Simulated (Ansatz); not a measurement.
# A convergence test on TiO2 (Anatase): k mesh of the hybrid

Wanted: the cheapest k mesh of the hybrid that holds the HSE06 gap of TiO2 (Anatase).

Main program and level: Ansatz 0.2.0; DFT, HSE06, plane waves, PAW.

## Step 1: The starting structure

Symmetry: I4_1/amd, No. 141, tetragonal system. The conventional cell has a = 3.784 Å, b = 3.784 Å, c = 9.515 Å, α = 90.00°, β = 90.00°, γ = 90.00°. Nearest to Ti lie 6 O at 1.93 to 1.98 Å. O has 3 Ti at 1.93 to 1.98 Å nearest. Farther neighbours and most contacts between anions are not listed.

The cell and positions come from the Crystallography Open Database and are kept as given unless a step says otherwise. The default PAW set here is soft_2. Its files were made with PBE.

## Step 2: k mesh of the hybrid: 4×4×4

input.yaml reads:

```yaml
crystal:
  lattice:
    - [-1.8921, 1.8921, 4.7573]
    - [1.8921, -1.8921, 4.7573]
    - [1.8921, 1.8921, -4.7573]
  atoms:
    - { symbol: Ti, position: [0.0, 0.0, 0.0] }
    - { symbol: Ti, position: [0.75, 0.25, 0.5] }
    - { symbol: O, position: [0.2081, 0.2081, 0.0] }
    - { symbol: O, position: [0.9581, 0.4581, 0.5] }
    - { symbol: O, position: [0.5419, 0.0419, 0.5] }
    - { symbol: O, position: [0.7919, 0.7919, 0.0] }
kpoints:
  mp_grid: { grid: [4, 4, 4] }
  band_path:
    path:
      - [0.0, 0.0, 0.0]
      - [0.0, 0.0, 0.5]
      - [0.25, 0.25, 0.25]
      - [0.0, 0.5, 0.0]
      - [0.5, 0.5, -0.5]
      - [0.28954641, 0.71045359, -0.28954641]
      - [-0.28954641, 0.28954641, 0.28954641]
      - [-0.07909283, 0.07909283, 0.5]
      - [0.0, 0.0, 0.45]
      - [0.25, 0.25, -0.25]
    npoints: 1
hamiltonian:
  xc: hse06
scf:
  occupations: { method: fixed }
  n_extra_bands: 6
output:
  eigenvalues: true
```

Command:

```
$ ansatz run input.yaml --threads 3 --pin off --max-ram 64512MiB --backend cuda --events-out ev --progress --plain --runs-dir out --devices 1 --max-vram 24GiB  # rebuilt from the run's record
```

Numbers of over 12 decimals in the logs are rounded to 6 here.

Output:

```text
basis.fft_grid_basis auto: the FFT boxes are laid along the combinations [[1, 0, 1], [0, 1, 1], [0, 0, 1]] of the cell's own vectors, 3.784, 3.784 and 5.458 Å long. The dense box has 27×27×40 points. Along the cell's own vectors, as sized, it would have 40×40×40, 2.19 times as many. Of the 16 symmetry operations that the crystal satisfies within crystal.symmetry.tolerance (time reversal apart; of a slab, those that k [...]
scf.n_extra_bands = 6 over 24 filled bands (N_el = 48.0): the run solves 30 bands
GPUs: using 1 of 1 available (devices: 1).
Engine: ansatz 0.2.0, x86_64-unknown-linux-gnu
Pseudopotentials: kind: paw
Pseudopotential: Ti, paw, valence charge 12, recommended cutoff 420 eV (normal), Ti.paw.azcp
Pseudopotential: O, paw, valence charge 6, recommended cutoff 420 eV (normal), O.paw.azcp
Functional definition: HSE06
  parameter a = 0.25
  parameter omega = 0.11/bohr
  exchange = pbe_x - a*pbe_x_sr(omega) + a*exact_x_sr(omega)
  correlation = pbe_c
davidson cushion auto → on  (no smearing: the cushion is to keep the highest requested band from converging to the state above it; pin scf.eigensolver.cushion to override)
device memory: the entry about to start is reckoned to put 0.7 GiB on a device that reports 66.1 GiB free (of which the cap on the GPU budget leaves the run 24.0 GiB)
GPU FFT provider: cuFFT
GPU libraries: cuBLAS 13.8.2, cuFFT 12.4.0, cuSOLVER 12.3.4
Crystal: 6 atoms, lattice volume = 68.125 Å³
Basis set: ecut = 420 eV, 1315 PW (Γ), FFT grids on a1+a3, a2+a3, a3
Bands: 30, of which v1, the nominal top of the filled ones, is band 24 counted from 1 (23 counted from 0)
Symmetry: 16 space group operations
Space group: I41/amd (ITA 141), of the structure as read, at distance tolerance 4.1e-5 Å
k-points: 13 of 64
Non-local potential: Ti, projectors of the file, l = 0: 3, l = 1: 2, l = 2: 3, l = 3: 1
Non-local potential: O, projectors of the file, l = 0: 2, l = 1: 2, l = 2: 1
PAW form: soft (Blöchl's): semilocal exchange-correlation on the pseudo side does not see the compensation charge
PAW frozen core: Ti, regenerated for the run's functional, and the local potential with it (the file was generated under x = pbe(κ = 0.804, μ = 0.219515), c = pbe(β = 0.066725))
PAW frozen core: O, regenerated for the run's functional, and the local potential with it (the file was generated under x = pbe(κ = 0.804, μ = 0.219515), c = pbe(β = 0.066725))
PAW one-centre angular grid: Ti, 590 points (default); XC on 64 Gauss nodes
PAW one-centre angular grid: O, 110 points (default); XC on 96 Gauss nodes
Initial density: superposition of atomic densities (neutral atoms: chi_scale 0, normalization atom), corrected by the library's trained network
Initial wavefunctions: pseudopotential atomic-orbital guess
GPU buffer pool allocated for 29160 grid points (all kernels)
GPU transforms: local potential and band sums: pruned to the plane-wave sphere, on 25×25×40
Functional: x = pbe(κ = 0.804, μ = 0.219515), c = pbe(β = 0.066725), warm-up for x = pbe(κ = 0.804, μ = 0.219515) + 0.25 (exact − pbe) at short range (hse, ω = 0.207870 Å⁻¹), c = pbe(β = 0.066725); HSE06 as pw.x's `hse` composes it (authors' and Libxc's form: `xc: wpbeh`)
SCF iter   1: F=—  HF=-7277.472525 eV  |F-HF|=—  |Δ(HF+E_count)|=         —  Δρ=3.66e-3  dr2=4.31e-3  ethr=1.77e-3  ⟨swp⟩=5.2  Hψ=1658  notcnv=0
preconditioner: auto → none  [insulator: Δε(μ)=2.186 eV  Ē_g=9.677 eV  n_scr=14 (ndim 8)  ℏωp=25.4 eV  f_vac=0.102]
SCF iter   2: F=—  HF=-7277.475994 eV  |F-HF|=—  |Δ(HF+E_count)|=   3.47e-3  Δρ=3.14e-3  dr2=5.86e-3  ethr=8.97e-6  ⟨swp⟩=4.5  Hψ=1406  notcnv=0
SCF iter   3: F=—  HF=-7277.475363 eV  |F-HF|=—  |Δ(HF+E_count)|=   6.31e-4  Δρ=1.46e-3  dr2=8.19e-4  ethr=8.97e-6  ⟨swp⟩=3.5  Hψ=985  notcnv=0
iter 4 solved again at ethr=1.17e-7 eV; its pass at ethr=1.71e-6 eV (dr2=5.61e-5 eV) is discarded
[...]
SCF iter   3: F=—  HF=-7275.960015 eV  |F-HF|=—  |Δ(HF+E_count)|=   1.47e-1  Δρ=4.54e-3  dr2=1.85e-2  ethr=1.13e-6  ⟨swp⟩=6.2  Hψ=1913  notcnv=0
SCF iter   4: F=—  HF=-7276.006199 eV  |F-HF|=—  |Δ(HF+E_count)|=   4.62e-2  Δρ=3.85e-3  dr2=1.36e-2  ethr=1.13e-6  ⟨swp⟩=4.0  Hψ=1545  notcnv=0
SCF iter   5: F=—  HF=-7276.002678 eV  |F-HF|=—  |Δ(HF+E_count)|=   3.52e-3  Δρ=7.44e-4  dr2=1.56e-4  ethr=1.13e-6  ⟨swp⟩=4.5  Hψ=1384  notcnv=0
SCF iter   6: F=-7276.003198 eV  HF=-7276.003219 eV  |F-HF|=2.13e-5  |Δ(HF+E_count)|=   5.41e-4  Δρ=2.32e-4  dr2=3.19e-5  ethr=2.46e-7  ⟨swp⟩=3.6  Hψ=1210  notcnv=0
SCF 2 stopped early in 6 iterations: F = -7276.003198 eV  dr2 = 3.19e-5
  greatest PAW one-centre occupation: 1.000 electrons in one spin orbital (limit 2), on the Ti atom at site 1 (counted from 0), in its partial waves of l = 0
hybrid outer 1: dexx = +5.299e-2 eV, tail = 2.07e-4 eV
GPU FFT provider: cuFFT
GPU libraries: cuBLAS 13.8.2, cuFFT 12.4.0, cuSOLVER 12.3.4
GPU buffer pool allocated for 29160 grid points (all kernels)
GPU transforms: local potential and band sums: pruned to the plane-wave sphere, on 25×25×40
Exchange kernel: α = 0.2500, screened, ω = 0.2079 Å⁻¹, Wigner–Seitz truncation, v(0) = 1034.3361 eV·Å³, q-mesh 4×4×4, nearest image of the exchange supercell L = 15.14 Å, pair-density grid 24×24×32, without the augmentation charges, whose exchange is taken in its separable form by FFT convolution over the k-point mesh (the finest that the files' search goes to), smooth part of the exact exchange by density-matrix convolution in up to 1.69 GiB of GPU memory as planned if the GPU has room (build and FFT work areas not counted)
Frozen-core exchange: fock
SCF iter   1: F=—  HF=-7276.002027 eV  |F-HF|=—  |Δ(HF+E_count)|=         —  Δρ=2.11e-4  dr2=2.96e-5  ethr=2.16e-6  ⟨swp⟩=3.0  Hψ=952  notcnv=0
preconditioner: auto → none  [insulator: Δε(μ)=3.669 eV  Ē_g=11.909 eV  n_scr=14 (ndim 8)  ℏωp=25.4 eV  f_vac=0.104]
iter 2 solved again at ethr=7.61e-10 eV; its pass at ethr=5.91e-8 eV (dr2=3.65e-7 eV) is discarded
SCF iter   2: F=—  HF=-7276.002021 eV  |F-HF|=—  |Δ(HF+E_count)|=   6.59e-6  Δρ=3.72e-5  dr2=1.13e-6  ethr=7.61e-10  ⟨swp⟩=3.7  Hψ=2116  notcnv=0
SCF iter   3: F=—  HF=-7276.002026 eV  |F-HF|=—  |Δ(HF+E_count)|=   5.26e-6  Δρ=2.69e-5  dr2=3.14e-7  ethr=7.61e-10  ⟨swp⟩=4.8  Hψ=1334  notcnv=0
SCF iter   4: F=-7276.002026 eV  HF=-7276.002026 eV  |F-HF|=3.92e-9  |Δ(HF+E_count)|=   9.23e-8  Δρ=4.70e-6  dr2=2.53e-8  ethr=5.84e-10  ⟨swp⟩=3.0  Hψ=980  notcnv=0
SCF 3 converged in 4 iterations: F = -7276.002026 eV  dr2 = 2.53e-8
hybrid outer 2: dexx = +5.703e-6 eV, tail = 1.03e-7 eV, Δε = 5.34e-3 eV (about 1.46e-4 eV left of the loop's levels)
device memory: the entry about to start is reckoned to put 0.4 GiB on a device that reports 63.0 GiB free (of which the cap on the GPU budget leaves the run 24.0 GiB)
NSCF: frozen V_eff on 10 k-points
hybrid SCF converged: 2 outer / 10 inner (+4 warm-up), last move |dexx| = 5.70e-6 eV, tail = 1.03e-7 eV
Stability not checked: this state was not tested for a lower state beside it, because the functional holds exact exchange (a hybrid, or Hartree-Fock), whose exchange loop this test does not read (fock_operator; see scf.lower_state_search)
Free energy (F): -7276.002026 eV
Frozen-core exchange: fock
Harris-Foulkes:  -7276.002026 eV  (|F-HF|=3.92e-9)
Internal energy: -7276.002026 eV  (E = F + TS)
E sigma→0 (E₀):  -7276.002026 eV
Fermi energy:    6.287627 eV
--- Per-component energies (eV) ---
  E_band       = -570.637148
  E_kinetic    = 1250.771619
  E_local      = -3547.560825  (includes V_loc(G=0)·N_el)
  E_nonlocal   = 185.463006
  E_hartree    = 1370.354667
  E_xc         = -396.713277
  E_vxc        = -498.015858  (∫ρ·V_xc dr)
  E_exx        = -157.121776  (= α·E_x^exact, valence–valence)
  E_paw        = -2658.559355  (= ΣΔE_a)
  E_vpaw       = -387.768926  (= ΣTr[D̂ρ^β])
  E_aug_tail   = 0.009983  (compensation charges beyond the density's cutoff)
  E_ewald      = -3322.195552
  E_core_change = -0.450516  (= ΣΔE_core)
  E_smearing   = -0.000000  (= −TS)
  E_closure    = -0.000000  (closes the sum)
  Σ components = -7276.002026   (vs F -7276.002026, Δ=0.00e0)
--- Band table (eV; the first three rows and the last of 13) ---
  k-point 0: bands = [... 20 lower, 5.5322, 5.5322, 5.8341, 5.8341, 9.9515, 10.8166, 12.0297, 12.0297, ... 2 higher]
  k-point 1: bands = [... 20 lower, 4.2844, 5.2888, 5.6600, 6.0767, 10.9511, 11.0487, 11.5208, 11.7612, ... 2 higher]
  k-point 2: bands = [... 20 lower, 4.1120, 4.1120, 6.2876, 6.2876, 11.3529, 11.3529, 11.8402, 11.8402, ... 2 higher]
  k-point 12: bands = [... 20 lower, 4.9330, 4.9330, 6.2086, 6.2086, 10.3681, 10.3681, 11.8743, 11.8743, ... 2 higher]
```

Run time: 17 s. Hardware: 1 × NVIDIA H100 80GB HBM3 (shared by 3 runs) with 3 threads of AMD EPYC 7R13 (Zen 3), shared host; peak memory 1.4 GiB; 24 s of CPU time.

Reading the cycles: dr2 is the Hartree energy of the density residual (eV), the measure of convergence; HF is the Harris–Foulkes estimate of the energy, which meets the free energy F at convergence.

This step gave:

```
gap                     : 3.612 eV
valence top at          : k = (0.000, 0.000, 0.450)
conduction bottom at    : Γ
least direct gap        : 3.981 eV
exact-exchange fraction : 0.25
```

The gap is indirect, with the least direct gap 0.37 eV higher.

## Step 3: k mesh of the hybrid: 8×8×8

input.yaml: that of step 2 with these lines changed.

```diff
@@ -13,3 +13,3 @@
 kpoints:
-  mp_grid: { grid: [4, 4, 4] }
+  mp_grid: { grid: [8, 8, 8] }
   band_path:
```

Output:

```text
[...]
GPUs: using 1 of 1 available (devices: 1).
[...]
GPU FFT provider: cuFFT
GPU libraries: cuBLAS 13.8.2, cuFFT 12.4.0, cuSOLVER 12.3.4
Crystal: 6 atoms, lattice volume = 68.125 Å³
Basis set: ecut = 420 eV, 1315 PW (Γ), FFT grids on a1+a3, a2+a3, a3
Bands: 30, of which v1, the nominal top of the filled ones, is band 24 counted from 1 (23 counted from 0)
Symmetry: 16 space group operations
[...]
k-points: 59 of 512
[...]
Fermi energy:    6.293097 eV
[...]
--- Band table (eV; the first three rows and the last of 59) ---
  k-point 0: bands = [... 20 lower, 5.5326, 5.5326, 5.8338, 5.8338, 9.9511, 10.8175, 12.0308, 12.0308, ... 2 higher]
  k-point 1: bands = [... 20 lower, 5.1483, 5.1814, 5.5485, 6.0053, 10.5843, 10.9083, 11.3813, 11.7945, ... 2 higher]
  k-point 2: bands = [... 20 lower, 4.2847, 5.2879, 5.6599, 6.0758, 10.9525, 11.0488, 11.5215, 11.7619, ... 2 higher]
  k-point 58: bands = [... 20 lower, 4.9331, 4.9331, 6.2085, 6.2085, 10.3684, 10.3684, 11.8758, 11.8758, ... 2 higher]
[key lines of the parts left out:]
Free energy (F): -7276.006259 eV
```

Run time: 58 s. Hardware: 1 × NVIDIA H100 80GB HBM3 (shared by 3 runs) with 3 threads; peak memory 2.5 GiB.

Numbers from this step:

```
gap                  : 3.613 eV
valence top at       : k = (0.000, 0.000, 0.450)
conduction bottom at : Γ
least direct gap     : 3.981 eV
```

The gap is 3.613 eV, +0.001 eV from the run before at this level.

## Step 4: The series

Differences are against the last row; a negative gap means that bands overlap, and a run with a band path holds that path's time. Times are wall times on 1 × NVIDIA H100 80GB HBM3 (shared by 3 runs) with 3 threads of AMD EPYC 7R13 (Zen 3), shared host, good to a factor of about two.

| k mesh of the hybrid | gap (eV) | direct gap (eV) | gap error (eV) | energy error (meV/atom) | irreducible k | time |
| --- | --- | --- | --- | --- | --- | --- |
| 4×4×4 | 3.612 | 3.981 | −0.001 | +0.7 | 13 | 17 s |
| 8×8×8 | 3.613 | 3.981 | +0.000 | +0.0 | 59 | 58 s |

## Step 5: Outcome

| Item | Value |
| --- | --- |
| 4×4×4 | 3.612 eV |
| 8×8×8 | 3.613 eV |

What this shows: The gap holds to 0.02 eV from 4×4×4 on, the cheapest setting tried. At 4×4×4 the gap is off by −0.001 eV and the energy by +1 meV/atom. The gap is read over the mesh and added points near the edges, so meshes differ mainly through the density and, for a hybrid, the exchange operator.

[Paths, hosts, dates, memory and timing lines, banners, echoed tables and standing remarks are left out of the program output.]

[Logs are printed without paths, hosts, clocks, repeated set-up lines and the standing remarks that a program may print on its own settings, such as how far it seeks lower states.]

[Runs of the session that timed out or met a known fault of the program may be left out.]

[Cells called generated may have been cut or substituted from an entry of the Crystallography Open Database or the Materials Project.]

[Hosts, paths, dates, database ids (printed as entryN), source tags and the programs' standing remarks are cut or masked in the printed files.]
